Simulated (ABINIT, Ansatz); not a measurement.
# YBiS3 (Pm-3m): zone-centre phonons, part 2 of 5

Which modes does YBiS3 (Pm-3m) have at the zone centre?

ABINIT 10.8.3; DFT PBEsol, scalar-relativistic, plane waves, PseudoDojo norm-conserving pseudopotentials.

So far. Step 5 (Relaxing the cell and atoms): The volume changes by +0.0 % in this run and stands -14.5 % from the first cell. Step 6 (Self-consistent run for the response): The cell stands at -0.26 GPa: the relaxation ran with a smoothed and higher cutoff, and the difference is a stress of the finite basis. The relaxed cell has a = 5.098 Å (conventional setting).

The structure was built from a prototype and need not be the compound's stable phase.

## 7. Linear response at Γ

At q = 0 one unit cell holds all displacements. The response is solved for single atoms along the cell's directions, and symmetry skips those that follow from others. The crystal is treated as a metal, which screens a static field, so no field response is asked.

File dfpt_gamma.abi:

```

# common to the responses
getwfk_filepath "gso_WFK"
kptopt 2
nqpt 1
qpt 0.0 0.0 0.0
asr 0
chneut 0

# displacements
rfphon 1
rfatpol 1 5
rfdir 1 1 1
tolvrs 1.0d-10
prtwf 0

# basis, mesh and filling
ecut 30.0
ngkpt 4 4 4
nshiftk 1
shiftk 0.0 0.0 0.0
istwfk *1
occopt 7
tsmear 0.01
nband 31
nstep 100
diemac 1000000.0
prtebands 0
prtgsr 0
useylm 1

# cell and atoms
acell 9.632911397 9.632911397 9.632911397
rprim 
    1.0 0.0 0.0
    0.0 1.0 0.0
    0.0 0.0 1.0
ntypat 3
znucl 83 39 16
natom 5
typat 1 2 3 3 3
xred 
    0.0 0.0 0.0
    0.5 0.5 0.5
    0.5 0.5 0.0
    0.5 0.0 0.5
    0.0 0.5 0.5
pp_dirpath "./pseudo"
pseudos "Bi.upf, Y.upf, S.upf"
```

The run is started by

```
$ OMP_NUM_THREADS=1 mpirun -n 4 abinit dfpt_gamma.abi > dfpt_gamma.log
```

Numbers of over 12 decimals in the logs are rounded to 6 here.

dfpt_gamma.abo, the main output file:

```text
[banners, grids, parts of the stress and lines that vanish by symmetry left out]
- input  file    -> dfpt_gamma.abi
- output file    -> dfpt_gamma.abo
- root for input  files -> dfpt_gammai
- root for output files -> dfpt_gammao

 Symmetries : space group Pm -3 m (#221); Bravais cP (primitive cubic)
================================================================================
 Values of the parameters that define the memory need of the present run (RF).
     intxc =       0      iscf =       7    lmnmax =      18     lnmax =       6
     mgfft =      48  mpssoang =       3    mqgrid =    3001     natom =       5
  nloc_mem =       1    nspden =       1   nspinor =       1    nsppol =       1
      nsym =      48    n1xccc =    2501    ntypat =       3    occopt =       7
   xclevel =       2
-    mband =          31        mffmem =           1         mkmem =           9
-   mkqmem =           9        mk1mem =           9           mpw =        7088
      nfft =      110592          nkpt =          36
- my_mband =          31
================================================================================
================================================================================

--------------------------------------------------------------------------------
------------- Echo of variables that govern the present computation ------------
--------------------------------------------------------------------------------
-
- outvars: echo of selected default values
-   iomode0 =  0 , fftalg0 =312 , wfoptalg0 =  0
-
- outvars: echo of global parameters not present in the input file
-  max_nthreads =    1
-
 -outvars: echo values of preprocessed input variables
 [... echo left out ...]
================================================================================

 chkinp: Checking input parameters for consistency.

[...]
== DATASET  1 ==================================================================
-   mpi_nproc: 4, omp_nthreads: 1 (-1 if OMP is not activated)

--- !DatasetInfo
iteration_state: {dtset: 1, }
dimensions: {natom: 5, nkpt: 36, mband: 31, nsppol: 1, nspinor: 1, nspden: 1, mpw: 7088, }
cutoff_energies: {ecut:  30.0, pawecutdg:  -1.0, }
electrons: {nelect:   4.40000000E+01, charge:   0.00000000E+00, occopt:   7.00000000E+00, tsmear:   1.00000000E-02, }
meta: {optdriver: 1, rfphon: 1, }
...

 mkfilename: getwfk from: gso_WFK

 Real(R)+Recip(G) space primitive vectors, cartesian coordinates (Bohr,Bohr^-1):
 R(1)=  9.6329114  0.0000000  0.0000000  G(1)=  0.1038108  0.0000000  0.0000000
 R(2)=  0.0000000  9.6329114  0.0000000  G(2)=  0.0000000  0.1038108  0.0000000
 R(3)=  0.0000000  0.0000000  9.6329114  G(3)=  0.0000000  0.0000000  0.1038108
 Unit cell volume ucvol=  8.9386657E+02 bohr^3
 Angles (23,13,12)=  9.00000000E+01  9.00000000E+01  9.00000000E+01 degrees
 setup1 : take into account q-point for computing boxcut.

 getcut: wavevector=  0.0000  0.0000  0.0000  ngfft=  48  48  48
         ecut(hartree)=     30.000   => boxcut(ratio)=   2.02096

--- Pseudopotential description ------------------------------------------------
- pspini: atom type   1  psp file is ./pseudo/Bi.upf

- pspini: atom type   2  psp file is ./pseudo/Y.upf

- pspini: atom type   3  psp file is ./pseudo/S.upf

   3.85457179E+03                                ecore*ucvol(ha*bohr**3)
--------------------------------------------------------------------------------

 ==>  initialize data related to q vector <==

 The list of irreducible perturbations for this q vector is:
    1)    idir= 1    ipert=   1
    2)    idir= 1    ipert=   2
    3)    idir= 1    ipert=   3
    4)    idir= 3    ipert=   3

[...]
The perturbation idir=   2  ipert=   1 is
 symmetric of a previously calculated perturbation.
 So, its SCF calculation is not needed.

 The perturbation idir=   3  ipert=   1 is
 symmetric of a previously calculated perturbation.
 So, its SCF calculation is not needed.

 The perturbation idir=   2  ipert=   2 is
 symmetric of a previously calculated perturbation.
 So, its SCF calculation is not needed.

 The perturbation idir=   3  ipert=   2 is
 symmetric of a previously calculated perturbation.
 So, its SCF calculation is not needed.

[...]
The perturbation idir=   2  ipert=   5 is
 symmetric of a previously calculated perturbation.
 So, its SCF calculation is not needed.

 The perturbation idir=   3  ipert=   5 is
 symmetric of a previously calculated perturbation.
 So, its SCF calculation is not needed.

--------------------------------------------------------------------------------
 Perturbation wavevector (in red.coord.)   0.000000  0.000000  0.000000
 Perturbation : displacement of atom   1   along direction   1
 Found     8 symmetries that leave the perturbation invariant.

[...]
dfpt_looppert : total number of electrons, from k and k+q
  fully or partially occupied states are    4.400000E+01 and    4.400000E+01.
 Initialisation of the first-order wave-functions :
  ireadwf=   0

--- !BeginCycle
iteration_state: {dtset: 1, }
solver: {iscf: 7, nstep: 100, nline: 4, wfoptalg: 0, }
tolerances: {tolvrs: 1.00E-10, }
...

     iter   2DEtotal(Ha)        deltaE(Ha) residm    vres2
-ETOT  1  0.254691     -2.257E+04 3.415E+01 7.503E+02
 ETOT  2  -4.065676     -4.320E+00 1.897E-02 1.654E+02
 ETOT  3  -4.149173     -8.350E-02 2.472E-03 3.016E+00
 ETOT  4  -4.151020     -1.847E-03 7.838E-04 6.919E-01
 ETOT  5  -4.151374     -3.539E-04 2.145E-04 2.148E-03
[...]
At SCF step   11       vres2   =  1.83E-11 < tolvrs=  1.00E-10 =>converged.
[...]
Mean square residual over all n,k,spin=   14.128E-09; max=  70.139E-07

 Thirteen components of 2nd-order total energy (hartree) are
 1,2,3: 0th-order hamiltonian combined with 1st-order wavefunctions
     kin0=   2.66283126E+04 eigvalue=   3.37225731E+03  local=  -1.55723212E+04
 4,5,6: 1st-order hamiltonian combined with 1st and 0th-order wfs
 loc psp =  -6.74869320E+03  Hartree=   2.15072215E+03     xc=  -3.41000689E+02
 note that "loc psp" includes a xc core correction that could be resolved
 7,8,9: eventually, occupation + non-local contributions
    edocc=   2.55719269E+01     enl0=   6.31261725E+03   enl1=  -3.84036255E+04
 1-9 gives the relaxation energy (to be shifted if some occ is /=2.0)
   erelax=  -2.25761594E+04
 10,11,12 Non-relaxation  contributions : frozen-wavefunctions and Ewald
 fr.local=   3.03302063E+03 fr.nonlo=   1.91919487E+04  Ewald=   1.89156078E+02
 13,14 Frozen wf xc core corrections (1) and (2)
 frxc 1  =  -7.68954700E+02  frxc 2 =   9.26837239E+02
 Resulting in :
 2DEtotal=   -0.4151374517E+01 Ha. Also 2DEtotal=   -0.112964655435E+03 eV
    (2DErelax=   -2.2576159368E+04 Ha. 2DEnonrelax=    2.2572007994E+04 Ha)
    (  non-var. 2DEtotal :   -4.1513747626E+00 Ha)

[...]
Perturbation wavevector (in red.coord.)   0.000000  0.000000  0.000000
 Perturbation : displacement of atom   2   along direction   1
 Found     8 symmetries that leave the perturbation invariant.

[...]
dfpt_looppert : total number of electrons, from k and k+q
  fully or partially occupied states are    4.400000E+01 and    4.400000E+01.
 Initialisation of the first-order wave-functions :
  ireadwf=   0

--- !BeginCycle
iteration_state: {dtset: 1, }
solver: {iscf: 7, nstep: 100, nline: 4, wfoptalg: 0, }
tolerances: {tolvrs: 1.00E-10, }
...

     iter   2DEtotal(Ha)        deltaE(Ha) residm    vres2
-ETOT  1   13.717536406392     -3.215E+03 1.235E+01 9.983E+03
[...]
At SCF step   14       vres2   =  2.19E-12 < tolvrs=  1.00E-10 =>converged.
[...]
Mean square residual over all n,k,spin=   14.582E-08; max=  45.307E-06

 Thirteen components of 2nd-order total energy (hartree) are
 1,2,3: 0th-order hamiltonian combined with 1st-order wavefunctions
     kin0=   2.32411926E+03 eigvalue=   3.77168186E+02  local=  -1.84046916E+03
 4,5,6: 1st-order hamiltonian combined with 1st and 0th-order wfs
 loc psp =  -3.18811484E+03  Hartree=   9.10686264E+02     xc=  -2.13376493E+02
 note that "loc psp" includes a xc core correction that could be resolved
 7,8,9: eventually, occupation + non-local contributions
    edocc=   3.09556383E+02     enl0=   1.35172207E+03   enl1=  -3.25069819E+03
 1-9 gives the relaxation energy (to be shifted if some occ is /=2.0)
   erelax=  -3.21940652E+03
 10,11,12 Non-relaxation  contributions : frozen-wavefunctions and Ewald
 fr.local=   1.46527775E+03 fr.nonlo=   1.63256188E+03  Ewald=   1.57847486E+02
 13,14 Frozen wf xc core corrections (1) and (2)
 frxc 1  =  -1.90386223E+02  frxc 2 =   1.63769249E+02
 Resulting in :
 2DEtotal=    0.9663623902E+01 Ha. Also 2DEtotal=    0.262960602526E+03 eV
    (2DErelax=   -3.2194065151E+03 Ha. 2DEnonrelax=    3.2290701390E+03 Ha)
    (  non-var. 2DEtotal :    9.6636240953E+00 Ha)

[...]
Perturbation wavevector (in red.coord.)   0.000000  0.000000  0.000000
 Perturbation : displacement of atom   3   along direction   1
 Found     4 symmetries that leave the perturbation invariant.

[...]
dfpt_looppert : total number of electrons, from k and k+q
  fully or partially occupied states are    4.400000E+01 and    4.400000E+01.
 Initialisation of the first-order wave-functions :
  ireadwf=   0

--- !BeginCycle
iteration_state: {dtset: 1, }
solver: {iscf: 7, nstep: 100, nline: 4, wfoptalg: 0, }
tolerances: {tolvrs: 1.00E-10, }
...

     iter   2DEtotal(Ha)        deltaE(Ha) residm    vres2
-ETOT  1  -1.357123     -6.494E+02 3.008E+00 2.762E+03
[...]
At SCF step   13       vres2   =  2.34E-11 < tolvrs=  1.00E-10 =>converged.
[...]
Mean square residual over all n,k,spin=   69.121E-10; max=  31.974E-07

 Thirteen components of 2nd-order total energy (hartree) are
 1,2,3: 0th-order hamiltonian combined with 1st-order wavefunctions
     kin0=   5.93443681E+02 eigvalue=  -8.28224657E+00  local=  -4.17548510E+02
 4,5,6: 1st-order hamiltonian combined with 1st and 0th-order wfs
 loc psp =  -5.18715903E+02  Hartree=   1.90153045E+02     xc=  -5.21917717E+01
 note that "loc psp" includes a xc core correction that could be resolved
 7,8,9: eventually, occupation + non-local contributions
    edocc=   2.41879535E+01     enl0=   3.20812421E+02   enl1=  -7.82433241E+02
 1-9 gives the relaxation energy (to be shifted if some occ is /=2.0)
   erelax=  -6.50574573E+02
 10,11,12 Non-relaxation  contributions : frozen-wavefunctions and Ewald
 fr.local=   2.55619895E+02 fr.nonlo=   3.86717995E+02  Ewald=   2.03848616E+01
 13,14 Frozen wf xc core corrections (1) and (2)
 frxc 1  =  -7.99314741E+01  frxc 2 =   6.52846502E+01
 Resulting in :
 2DEtotal=   -0.2498644871E+01 Ha. Also 2DEtotal=   -0.679915906809E+02 eV
    (2DErelax=   -6.5057457294E+02 Ha. 2DEnonrelax=    6.4807592807E+02 Ha)
    (  non-var. 2DEtotal :   -2.4986442042E+00 Ha)

[...]
Perturbation wavevector (in red.coord.)   0.000000  0.000000  0.000000
 Perturbation : displacement of atom   3   along direction   3
 Found     8 symmetries that leave the perturbation invariant.

--------------------------------------------------------------------------------

--------------------------------------------------------------------------------

 dfpt_looppert : total number of electrons, from k and k+q
  fully or partially occupied states are    4.400000E+01 and    4.400000E+01.
 Initialisation of the first-order wave-functions :
  ireadwf=   0

--- !BeginCycle
iteration_state: {dtset: 1, }
solver: {iscf: 7, nstep: 100, nline: 4, wfoptalg: 0, }
tolerances: {tolvrs: 1.00E-10, }
...

     iter   2DEtotal(Ha)        deltaE(Ha) residm    vres2
-ETOT  1   17.212610204966     -7.107E+02 5.721E+00 6.330E+03
[...]
ETOT 12   15.037605259433     -5.775E-11 9.659E-05 1.426E-10
 ETOT 13   15.037605259461      2.831E-11 3.166E-05 9.268E-12

 At SCF step   13       vres2   =  9.27E-12 < tolvrs=  1.00E-10 =>converged.
[...]
Mean square residual over all n,k,spin=   62.286E-09; max=  31.656E-06

 Thirteen components of 2nd-order total energy (hartree) are
 1,2,3: 0th-order hamiltonian combined with 1st-order wavefunctions
     kin0=   6.39739411E+02 eigvalue=  -6.11698736E+00  local=  -4.78238016E+02
 4,5,6: 1st-order hamiltonian combined with 1st and 0th-order wfs
 loc psp =  -4.88151242E+02  Hartree=   2.03077687E+02     xc=  -5.29664057E+01
 note that "loc psp" includes a xc core correction that could be resolved
 7,8,9: eventually, occupation + non-local contributions
    edocc=   3.45809374E+01     enl0=   3.72821955E+02   enl1=  -9.37645923E+02
 1-9 gives the relaxation energy (to be shifted if some occ is /=2.0)
   erelax=  -7.12898583E+02
 10,11,12 Non-relaxation  contributions : frozen-wavefunctions and Ewald
 fr.local=   1.34641051E+00 fr.nonlo=   4.88566353E+02  Ewald=   2.56661903E+02
 13,14 Frozen wf xc core corrections (1) and (2)
 frxc 1  =  -7.85259545E+01  frxc 2 =   5.98874764E+01
 Resulting in :
 2DEtotal=    0.1503760526E+02 Ha. Also 2DEtotal=    0.409194084930E+03 eV
    (2DErelax=   -7.1289858271E+02 Ha. 2DEnonrelax=    7.2793618797E+02 Ha)
    (  non-var. 2DEtotal :    1.5037605765E+01 Ha)

[...]
---- first-order wavefunction calculations are completed ----

 ==> Compute Derivative Database <==

 [... matrices left out ...]
  Phonon wavevector (reduced coordinates) :  0.00000  0.00000  0.00000
 Phonon energies in Hartree :
  -7.420440E-04 -7.420440E-04 -7.420440E-04 -7.104041E-04 -7.104041E-04
  -7.104041E-04 -2.855467E-04 -2.855467E-04 -2.855467E-04 -4.253887E-06
  -4.253886E-06 -4.253885E-06  1.874326E-03  1.874326E-03  1.874326E-03
 Phonon frequencies in cm-1    :
- -1.628598E+02 -1.628598E+02 -1.628598E+02 -1.559157E+02 -1.559157E+02
- -1.559157E+02 -6.267026E+01 -6.267026E+01 -6.267026E+01 -9.336202E-01
- -9.336201E-01 -9.336198E-01  4.113671E+02  4.113671E+02  4.113671E+02

== END DATASET(S) ==============================================================
================================================================================

 -outvars: echo values of variables after computation
            acell      9.6329113970E+00  9.6329113970E+00  9.6329113970E+00 Bohr
           etotal      1.5037605259E+01
            fcart      0.0000000000E+00  0.0000000000E+00  0.0000000000E+00
           strten      0.0000000000E+00  0.0000000000E+00  0.0000000000E+00
================================================================================
```

Run time: 3.5 min. Hardware: 4 MPI ranks of Arm Neoverse V1, shared host.

Numbers from this step:

| Property | Result |
| --- | --- |
| largest acoustic frequency at the zone centre before the sum rule | -0.93 cm⁻¹ |
| highest optical zone-centre mode (no LO-TO term) | 411.4 cm⁻¹ |
| lowest optical zone-centre mode | -162.9 cm⁻¹ |

The acoustic modes at Γ come out as far as 0.9 cm⁻¹ from zero, where they should vanish, a small numerical error. The lowest optical mode is imaginary, 163i cm⁻¹, an instability at this level and on this k mesh.

[end of part 2 of 5]

[Host names and launcher messages were left out of these logs when they were recorded.]

[Logs are printed without paths, hosts, clocks, repeated set-up lines and the standing remarks that a program may print on its own settings, such as how far it seeks lower states.]

[Hosts, paths, dates, database ids (printed as entryN), source tags and the programs' standing remarks are cut or masked in the printed files.]
